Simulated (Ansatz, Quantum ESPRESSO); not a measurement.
# Evanescent states of LiCl, rock salt type, lattice constant set to 4.87 Å, part 2 of 2

How good a tunnel barrier is LiCl, rock salt type, lattice constant set to 4.87 Å?

Quantum ESPRESSO 7.5; plane-wave DFT, LDA, GBRV ultrasoft pseudopotentials; cross-check by Ansatz 0.2.0 with PAW datasets.

So far. Step 2 (Self-consistent run): The run needed 8 iterations to bring the estimated error under 1e-09 Ry.

The structure was built from a prototype and need not be the compound's stable phase.

### 5. The same in Ansatz

A second code with its own PAW datasets, on the same atoms.

Level of this step: plane-wave DFT, LDA, Ansatz PAW (Ansatz 0.2.0).

Input file input.yaml:

```yaml
crystal:
  lattice:
    - [3.4436100244, 0.0, 0.0]
    - [0.0, 3.4436100244, 0.0]
    - [0.0, 0.0, 4.87]
  atoms:
    - { symbol: Li, position: [0.0, 0.0, 0.0] }
    - { symbol: Cl, position: [0.5, 0.5, 0.0] }
    - { symbol: Li, position: [0.5, 0.5, 0.5] }
    - { symbol: Cl, position: [0.0, 0.0, 0.5] }
kpoints:
  mp_grid: { grid: [8, 8, 6] }
hamiltonian:
  xc: lda
scf:
  occupations: { method: fixed }
  convergence: { dr2_threshold: 1.0e-09 }
output:
  transmission:
    leads: [[0, 0]]
    kpoints: [[0, 0], [0.5, 0], [0.5, 0.5], [0.25, 0]]
    e_range: [-1.92, 7.44]
    de: 0.24
```

Launch:

```bash
$ ansatz run input.yaml --threads 2 --pin off --max-ram 4096MiB --backend cpu --events-out ev --progress --plain --runs-dir out
```

It took 10 s on 2 threads of Intel Xeon Platinum 8488C (Sapphire Rapids), shared host; peak memory 0.42 GiB.

Numbers from this step:

| Quantity | Value |
| --- | --- |
| free energy | -2498.9257 eV |
| gap by band count | 6.534 eV |
| symmetry operations | 32 |
| slowest decay at the grid energy nearest mid-gap | 0.4119 Å⁻¹ |
| peak of the smallest κ at the zone centre | 0.5236 Å⁻¹ |
| peak of the smallest κ at (1/2, 0) | 0.4152 Å⁻¹ |
| peak of the smallest κ at (1/4, 0) | 0.4829 Å⁻¹ |
| valence top, on the run's zero | 2.982 eV |

K across = (0, 0) in the cell's reciprocal vectors; values within 0.0025 1/Å of each other count once, columns are sorted by size at each energy, a dash where no further value was kept. The Im kz of the slowest decaying states by energy, zero at the highest filled level of the SCF mesh:

```csv
energy (eV),decay 1 (Å⁻¹),decay 2 (Å⁻¹),decay 3 (Å⁻¹)
-1.92,0.478,-,-
-1.68,0.329,1.50,-
-1.20,1.46,-,-
-0.96,1.44,-,-
-0.72,1.43,-,-
-0.24,1.39,1.48,-
0.00,0.0332,0.0498,1.37
0.24,0.199,0.294,1.35
0.72,0.330,0.473,1.32
0.96,0.373,0.529,1.30
1.20,0.408,0.575,1.28
1.68,0.461,0.644,1.25
1.92,0.480,0.671,1.23
2.16,0.495,0.694,1.21
2.64,0.516,0.732,1.18
2.88,0.521,0.747,1.16
3.36,0.523,0.771,1.10
3.60,0.520,0.781,1.07
3.84,0.515,0.790,1.04
4.32,0.496,0.804,0.972
4.56,0.482,0.809,0.937
4.80,0.466,0.813,0.900
5.28,0.426,0.819,0.823
5.52,0.401,0.781,0.822
5.76,0.372,0.736,0.823
6.24,0.298,0.638,0.825
6.48,0.249,0.582,0.825
6.72,0.183,0.520,0.825
7.20,0.364,0.600,0.826
7.44,0.251,0.457,0.827
```

K across = (0, 0) in the cell's reciprocal vectors. Table of Re kz of states that move upwards by energy, zero at the highest filled level of the SCF mesh:

```
energy (eV)  channel 1 (Å⁻¹)  channel 2 (Å⁻¹)  channel 3 (Å⁻¹)
      -1.92            0.642                -                -
      -1.44           -0.541            0.139            0.139
      -0.96           -0.426            0.556            0.556
      -0.48           -0.461           -0.461           -0.291
      -0.24           -0.309           -0.309           -0.201
       0.00                -                -                -
       0.24                -                -                -
       0.72                -                -                -
       1.20                -                -                -
       1.68                -                -                -
       2.16                -                -                -
       2.64                -                -                -
       2.88                -                -                -
       3.36                -                -                -
       3.84                -                -                -
       4.32                -                -                -
       4.80                -                -                -
       5.28                -                -                -
       5.76                -                -                -
       6.00                -                -                -
       6.48                -                -                -
       6.96                -                -                -
       7.44            0.243                -                -
```

K across = (1/2, 0) in the cell's reciprocal vectors; values within 0.0025 1/Å of each other count once, columns are sorted by size at each energy, a dash where no further value was kept. Im kz of the slowest decaying states against energy, zero at the highest filled level of the SCF mesh:

```
energy (eV)  decay 1 (Å⁻¹)  decay 2 (Å⁻¹)  decay 3 (Å⁻¹)
      -1.92           1.14           1.43              -
      -1.44           1.04           1.41              -
      -0.96          0.882           1.39              -
      -0.48          0.515           1.36              -
      -0.24          0.111          0.500           1.35
       0.00          0.198          0.708           1.34
       0.24          0.251          0.795           1.32
       0.72          0.319          0.879           1.29
       1.20          0.362          0.917           1.27
       1.68          0.390          0.934           1.23
       2.16          0.406          0.938           1.20
       2.64          0.414          0.933           1.17
       2.88          0.415          0.927           1.15
       3.36          0.412          0.912           1.12
       3.84          0.401          0.892           1.08
       4.32          0.383          0.867           1.04
       4.80          0.357          0.838          0.994
       5.28          0.318          0.804          0.948
       5.76          0.262          0.765          0.899
       6.00          0.224          0.744          0.872
       6.48         0.0746          0.696          0.816
       6.96          0.642          0.752              -
       7.44          0.578          0.678              -
```

K across = (1/2, 1/2) in the cell's reciprocal vectors; values within 0.0025 1/Å of each other count once, columns are sorted by size at each energy, a dash where no further value was kept. The Im kz of the slowest decaying states by energy, zero at the highest filled level of the SCF mesh:

```
energy (eV)  decay 1 (Å⁻¹)  decay 2 (Å⁻¹)  decay 3 (Å⁻¹)
      -1.92          0.632              -              -
      -1.68          0.492              -              -
      -1.20          0.225          0.474              -
      -0.96          0.298          0.622              -
      -0.72          0.350          0.707              -
      -0.24          0.422          0.816              -
       0.00          0.448          0.856              -
       0.24          0.469          0.891              -
       0.72          0.501          0.954              -
       0.96          0.513          0.983              -
       1.20          0.522           1.01              -
       1.68          0.535           1.08              -
       1.92          0.539           1.11              -
       2.16          0.541           1.15              -
       2.64          0.541           1.25           1.37
       2.88          0.539           1.29           1.31
       3.36          0.531           1.15           1.41
       3.60          0.525           1.09           1.45
       3.84          0.518           1.03           1.48
       4.32          0.499          0.937              -
       4.56          0.488          0.892              -
       4.80          0.476          0.850              -
       5.28          0.446          0.766              -
       5.52          0.428          0.725              -
       5.76          0.409          0.683              -
       6.24          0.362          0.595              -
       6.48          0.334          0.548              -
       6.72          0.301          0.498              -
       7.20          0.215          0.381           1.45
       7.44          0.150          0.309           1.43
```

K across = (1/4, 0) in the cell's reciprocal vectors; values within 0.0025 1/Å of each other count once, columns are sorted by size at each energy, a dash where no further value was kept. Table of Im kz of the slowest decaying states by energy, zero at the highest filled level of the SCF mesh:

```
energy (eV)  decay 1 (Å⁻¹)  decay 2 (Å⁻¹)  decay 3 (Å⁻¹)
      -1.92          0.676           1.46              -
      -1.68          0.577           1.45              -
      -1.20         0.0842          0.232           1.42
      -0.96          0.123           1.41              -
      -0.72          0.106           1.40              -
      -0.24           1.37           1.48              -
       0.00         0.0853          0.168           1.36
       0.24          0.249          0.365           1.35
       0.72          0.342          0.587           1.32
       0.96          0.373          0.661           1.31
       1.20          0.398          0.726           1.29
       1.68          0.436          0.844           1.20
       1.92          0.449          0.912           1.14
       2.16          0.460           1.02           1.24
       2.64          0.475           1.02           1.20
       2.88          0.480           1.01           1.19
       3.36          0.483           1.00           1.16
       3.60          0.482          0.993           1.14
       3.84          0.479          0.984           1.12
       4.32          0.469          0.962           1.09
       4.56          0.461          0.950           1.07
       4.80          0.452          0.937           1.05
       5.28          0.427          0.907           1.01
       5.52          0.410          0.891          0.989
       5.76          0.392          0.875          0.969
       6.24          0.344          0.838          0.929
       6.48          0.313          0.818          0.911
       6.72          0.274          0.797          0.896
       7.20          0.149          0.681          0.752
       7.44          0.521          0.727          0.916
```

### 6. A check by hand

T falls as exp(−2κd). With κ = 0.413 1/Å, 10 Å of barrier pass exp(−2 × 0.413 × 10) = 2.6e-4 of that channel, interfaces aside.

### 7. What came out

```yaml
gap_on_the_scf_mesh: 6.53 eV
smallest_kappa_at_mid_gap_among_the_four_k_points_at_1_over_2_0: 0.413 Å⁻¹
peak_of_the_smallest_kappa_in_the_stop_band_at_the_zone_centre: 0.524 Å⁻¹
peak_of_the_smallest_kappa_in_the_stop_band_at_1_over_2_0: 0.415 Å⁻¹
peak_of_the_smallest_kappa_in_the_stop_band_at_1_over_4_0: 0.483 Å⁻¹
energy_of_the_peak_at_the_zone_centre_over_the_highest_filled_level: 3.12 eV
peak_at_the_zone_centre_by_ansatz: 0.524 Å⁻¹
```

**Reading.** With a gap of 6.53 eV on the mesh, the smallest κ at mid-gap among the four k points, at (1/2, 0) is 0.413 Å⁻¹ (LDA, GBRV ultrasoft). For a barrier with the Fermi level at mid-gap the slowest state found, at (1/2, 0), loses a factor of ten in probability every 2.8 Å or so. Stop bands away from the zone centre are mostly wider than the gap, so their peaks can lie above the conduction bottom. At the zone centre pwcond's peak is 0.524 and Ansatz's 0.524 1/Å, 0 % apart. The cell is the a/√2 one, turned by 45°, with two primitive cells, so X along [001] folds onto kz = 0. A semilocal gap is too small, often by a third to a half and by more in narrow-gap crystals, so real barriers decay faster.

[Logs are printed without paths, hosts, clocks, repeated set-up lines and the standing remarks that a program may print on its own settings, such as how far it seeks lower states.]

[Hosts, paths, dates, database ids (printed as entryN), source tags and the programs' standing remarks are cut or masked in the printed files.]

[Maps of the electrostatic potential energy from Ansatz leave out the sawtooth potential of an applied field or a dipole correction, so their vacuum need not be flat; planar profiles and work functions include it.]
